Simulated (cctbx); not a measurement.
**Accept or mend?**

Cell a = 4.8030 Å, b = 4.8030 Å, c = 10.5500 Å, α = 90.00°, β = 90.00°, γ = 90.00°; space group I4/mmm (no. 139).

The data are simulated with cctbx, not measured: Mo Kα, λ = 0.71073 Å, to d = 0.6 Å, 80 % of the full sphere, strongest reflection 40000 counts, noise from counting, a 4 % proportional error and a noise floor of 15 counts (s.d.); no absorption.

An anisotropic refinement with weights 1/σ² prints:

```text
Rint 0.021, 10 unique reflections to 2.08 A
cycle     R1     wR2    GooF  max shift (A)
   1  0.0089  0.0224   0.860   0.00000
   2  0.0052  0.0103   0.396   0.00000
final R1 0.0052 wR2 0.0103 GooF 0.396  parameters 6  data/parameter 1.7
atom        x        y        z      Ueq    occ   su(xyz)  su(Uiso or U11)
Pb1    0.00000  0.00000  0.00000   0.0039  1.000  0.00000  0.0040
Ho1    0.50000  0.00000  0.25000   0.0018  1.000  0.00000  0.0042  NPD
Sm1    0.50000  0.50000  0.00000  -0.0006  1.000  0.00000  0.0045  NPD
difference map: max 0.05 min -0.14 rms 0.03
Q1    0.2426  0.2426  0.3689   16    0.05  2.11 A from Ho1
Q2    0.0000  0.5000  0.2500    4    0.03  0.00 A from Ho1
Q3    0.0000  0.0000  0.5000    2    0.02  0.00 A from Sm1
Q4    0.0000  0.0000  0.0000    2    0.00  0.00 A from Pb1
```

Q: Accept it or mend it, and why?

Mend it. The fault: data cut at low resolution. Against the right model at the same level, R1 goes from 0.0133 to 0.0052 and GooF from 0.94 to 0.40 and Ho1 and Sm1 go non-positive-definite. The atoms are right, but there are too few data for the parameters: R1 flatters and the s.u.s grow. Data per parameter fall from 34.5 to 1.7.

The compound is SmHo2Pb. The right model at the same level gives:

```text
Rint 0.033, 207 unique reflections to 0.60 A
cycle     R1     wR2    GooF  max shift (A)
   1  0.0175  0.0385   1.329   0.00000
   2  0.0133  0.0272   0.941   0.00000
final R1 0.0133 wR2 0.0272 GooF 0.941  parameters 6  data/parameter 34.5
atom        x        y        z      Ueq    occ   su(xyz)  su(Uiso or U11)
Pb1    0.00000  0.00000  0.00000   0.0098  1.000  0.00000  0.0001
Ho1    0.50000  0.00000  0.25000   0.0085  1.000  0.00000  0.0001
Sm1    0.50000  0.50000  0.00000   0.0041  1.000  0.00000  0.0001
difference map: max 1.60 min -1.94 rms 0.31
Q1    0.0000  0.5000  0.1401    8    1.60  1.16 A from Ho1
Q2    0.0000  0.0000  0.2251    4    1.42  2.38 A from Pb1
Q3    0.0000  0.3326  0.1438   16    1.35  1.38 A from Ho1
Q4    0.0000  0.0000  0.5000    2    1.24  0.00 A from Sm1
Q5    0.0000  0.5000  0.0695    8    1.05  1.90 A from Ho1
Q6    0.0000  0.1700  0.2505   16    1.00  1.59 A from Ho1
```

This is a model crystal, built by substitution and not relaxed, with assumed displacement parameters.

[Middle refinement cycles are left out of these outputs.]

[Logs are printed without paths, hosts, clocks, repeated set-up lines and the standing remarks that a program may print on its own settings, such as how far it seeks lower states.]
